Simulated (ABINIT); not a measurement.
# LiHF2 (R-3m): G0W0 in ABINIT against the screening cutoff in the self-energy, part 2 of 2

Aim: move the screening cutoff in the self-energy of a G0W0 run on LiHF2 (R-3m) over a wide range.

ABINIT 10.8.3; LDA and many-body steps on it, plane waves. Known limits of the many-body steps: not at the basis limit.

So far. Step 2 (Screening, 4×4×4 mesh, 61 bands, screening to 176.9 eV): Local fields lower ε∞ by 5 %. Step 5 (2.3 Ha): The gap on the mesh goes from 8.10 eV to 13.63 eV, a correction of +5.53 eV.

## 6. 3.2 Ha

Level of this step: G0W0 on LDA, plane waves, norm-conserving pseudopotentials (ABINIT).

Contents of run.abi:

```
acell 3*1.0 Angstrom
rprim 
  1.466983587415 0.846963369091 4.366688724100
  -1.466983587415 0.846963369091 4.366688724100
  0.000000000000 -1.693926738182 4.366688724100
ntypat 3
znucl 3 1 9
natom 4
typat 1 2 3 3
xred 
  0.000000000000 0.000000000000 0.000000000000
  0.500000000000 0.500000000000 0.500000000000
  0.413301880000 0.413301880000 0.413301880000
  0.586698120000 0.586698120000 0.586698120000
pp_dirpath "pseudos"
pseudos "Li.upf, H.upf, F.upf"
ecut 36
ngkpt 4 4 4
nshiftk 1
shiftk 0 0 0
kptopt 1
chksymbreak 0
istwfk *1
occopt 1
irdwfk 1
optdriver 4
nband 61
gwcalctyp 0
ecutsigx 36
symsigma 1
nkptgw 2
kptgw 
  0.5000000000 0.5000000000 0.5000000000
  0.0000000000 0.0000000000 0.0000000000
bdgw 
  8 11
  8 11
ecuteps 3.2
irdscr 1
ppmodel 1
indata_prefix "in"
outdata_prefix "out"
tmpdata_prefix "tmp"
```

On the command line:

```sh
> OMP_NUM_THREADS=1 mpirun -n 4 abinit run.abi > log
```

What it wrote:

```text
.Version 10.8.3 of ABINIT. v10.8.2 released Aug 2026.

 Symmetries : space group R-3 m (#166); Bravais hR (rhombohedral)
[... echo of the input left out ...]
== DATASET  1 ==================================================================
-   mpi_nproc: 4, omp_nthreads: 1 (-1 if OMP is not activated)

--- !DatasetInfo
iteration_state: {dtset: 1, }
dimensions: {natom: 4, nkpt: 13, mband: 61, nsppol: 1, nspinor: 1, nspden: 1, mpw: 2290, }
cutoff_energies: {ecut:  36.0, pawecutdg:  -1.0, }
[...]
Band     E0 <VxcDFT>   SigX SigC(E0)      Z dSigC/dE  Sig(E)    E-E0       E
[...]
10   5.338 -11.080  -6.071  -2.864   0.902  -0.109  -9.147   1.934   7.272
       11  10.038  -9.600  -3.792  -3.187   0.901  -0.110  -7.238   2.361  12.400

== END DATASET(S) ==============================================================
================================================================================

 -outvars: echo values of variables after computation  --------
           etotal      0.0000000000E+00
            nband          61
             nkpt          13
          spgroup         166
 [... the other variables as echoed above ...]

 Calculation completed.
```

Elapsed: 3 s, on 4 MPI ranks of Arm Neoverse V2, shared host; peak memory 0.2 GiB.

Numbers from this step:

```
G0W0 gap on the points computed              : 13.14 eV
starting gap on the mesh                     : 8.102 eV
k of the valence top                         : 0.5, 0.5, 0.5
k of the conduction bottom                   : 0, 0, 0
least direct G0W0 gap on the computed points : 13.38 eV
```

Against the run before, the gap moves by −0.491 eV.

## 7. 4.9 Ha

Changes to run.abi since step 6:

```diff
@@ -37,3 +37,3 @@
   8 11
-ecuteps 3.2
+ecuteps 4.9
 irdscr 1
```

What it wrote:

```text
.Version 10.8.3 of ABINIT. v10.8.2 released Aug 2026.

 Symmetries : space group R-3 m (#166); Bravais hR (rhombohedral)
[... echo of the input left out ...]
== DATASET  1 ==================================================================
-   mpi_nproc: 4, omp_nthreads: 1 (-1 if OMP is not activated)

--- !DatasetInfo
iteration_state: {dtset: 1, }
dimensions: {natom: 4, nkpt: 13, mband: 61, nsppol: 1, nspinor: 1, nspden: 1, mpw: 2290, }
cutoff_energies: {ecut:  36.0, pawecutdg:  -1.0, }
[...]
Band     E0 <VxcDFT>   SigX SigC(E0)      Z dSigC/dE  Sig(E)    E-E0       E
[...]
10   5.338 -11.080  -6.071  -2.747   0.899  -0.113  -9.047   2.033   7.372
       11  10.038  -9.600  -3.792  -3.123   0.900  -0.111  -7.183   2.417  12.455

== END DATASET(S) ==============================================================
================================================================================

 -outvars: echo values of variables after computation  --------
           etotal      0.0000000000E+00
            nband          61
             nkpt          13
          spgroup         166
 [... the other variables as echoed above ...]

 Calculation completed.
```

It took 3.9 s on 4 MPI ranks; peak memory 0.96 GiB; 15 s of CPU time.

This step gave:

```
G0W0 gap on the points computed              : 12.91 eV
starting gap on the mesh                     : 8.102 eV
k of the valence top                         : 0.5, 0.5, 0.5
k of the conduction bottom                   : 0, 0, 0
least direct G0W0 gap on the computed points : 13.15 eV
```

Against the run before, the gap moves by −0.229 eV.

## 8. 6.5 Ha

Changes to run.abi since step 7:

```diff
@@ -37,3 +37,3 @@
   8 11
-ecuteps 4.9
+ecuteps 6.5
 irdscr 1
```

What it wrote:

```text
.Version 10.8.3 of ABINIT. v10.8.2 released Aug 2026.

 Symmetries : space group R-3 m (#166); Bravais hR (rhombohedral)
[... echo of the input left out ...]
== DATASET  1 ==================================================================
-   mpi_nproc: 4, omp_nthreads: 1 (-1 if OMP is not activated)

--- !DatasetInfo
iteration_state: {dtset: 1, }
dimensions: {natom: 4, nkpt: 13, mband: 61, nsppol: 1, nspinor: 1, nspden: 1, mpw: 2290, }
cutoff_energies: {ecut:  36.0, pawecutdg:  -1.0, }
[...]
Band     E0 <VxcDFT>   SigX SigC(E0)      Z dSigC/dE  Sig(E)    E-E0       E
[...]
10   5.338 -11.080  -6.071  -2.694   0.898  -0.114  -9.003   2.078   7.416
       11  10.038  -9.600  -3.792  -3.095   0.899  -0.112  -7.159   2.440  12.479

== END DATASET(S) ==============================================================
================================================================================

 -outvars: echo values of variables after computation  --------
           etotal      0.0000000000E+00
            nband          61
             nkpt          13
          spgroup         166
 [... the other variables as echoed above ...]

 Calculation completed.
```

Elapsed: 4.8 s, on 4 MPI ranks; peak memory 0.82 GiB; 19 s of CPU time.

Numbers from this step:

| Item | Value |
| --- | --- |
| G0W0 gap on the points computed | 12.86 eV |
| starting gap on the mesh | 8.102 eV |
| k of the valence top | 0.5, 0.5, 0.5 |
| k of the conduction bottom | 0, 0, 0 |
| least direct G0W0 gap on the computed points | 13.10 eV |

Against the run before, the gap moves by −0.052 eV.

## 9. Side by side

Times are wall times on 4 MPI ranks of Arm Neoverse V2, shared host, good to a factor of about two. A run's time includes the screening step that it read.

| run | mesh | bands | screening cutoff (eV) | DFT gap (eV) | gap on the mesh (eV) | direct (eV) | ε∞ used | time |
| --- | --- | --- | --- | --- | --- | --- | --- | --- |
| 0.7 Ha | 4×4×4 | 61 | 19 | 8.102 | 15.816 | 16.054 | 1.90 | 36 s |
| 1.3 Ha | 4×4×4 | 61 | 35.4 | 8.102 | 14.244 | 14.480 | 1.90 | 36 s |
| 2.3 Ha | 4×4×4 | 61 | 62.6 | 8.102 | 13.630 | 13.872 | 1.90 | 36 s |
| 3.2 Ha | 4×4×4 | 61 | 87.1 | 8.102 | 13.139 | 13.380 | 1.90 | 36 s |
| 4.9 Ha | 4×4×4 | 61 | 133.3 | 8.102 | 12.910 | 13.153 | 1.90 | 37 s |
| 6.5 Ha | 4×4×4 | 61 | 176.9 | 8.102 | 12.858 | 13.102 | 1.90 | 38 s |

## 10. Summary of results

```json
{
 "0.7 Ha": "15.816 eV",
 "1.3 Ha": "14.244 eV",
 "2.3 Ha": "13.630 eV",
 "3.2 Ha": "13.139 eV",
 "4.9 Ha": "12.910 eV",
 "6.5 Ha": "12.858 eV",
 "known limits": "not at the basis limit"
}
```

**Reading.** The setting moved: screening cutoff in the self-energy. From 0.7 Ha to 6.5 Ha the gap moves by −2.96 eV. The last step still moves it by −0.052 eV. Bands and screening cutoff are coupled, so a series along one setting does not show full convergence. Bands and cutoff are finite, so the gap is not at the basis limit. The miss can reach some tenths of an eV and take either sign; the mesh is an error of its own. In the G0W0 runs levels were corrected at 2 k points alone, so a gap called «on the mesh» is the least over those, and an edge elsewhere would be missed.

[Paths, hosts, dates, memory and timing lines, banners, echoed tables and standing remarks are left out of the program output.]

[Logs are printed without paths, hosts, clocks, repeated set-up lines and the standing remarks that a program may print on its own settings, such as how far it seeks lower states.]

[Runs of the session that timed out or met a known fault of the program may be left out.]

[Hosts, paths, dates, database ids (printed as entryN), source tags and the programs' standing remarks are cut or masked in the printed files.]

[G0W0 gaps are taken among the corrected bands and points alone; a level outside them can change the order at an edge.]

[Where Ansatz stands beside ABINIT at settings called matched, ABINIT's density can come from a denser mesh and the files from another edition; pairs whose starting gaps differed by over 0.03 eV were left out, so agreement reads better than it is.]
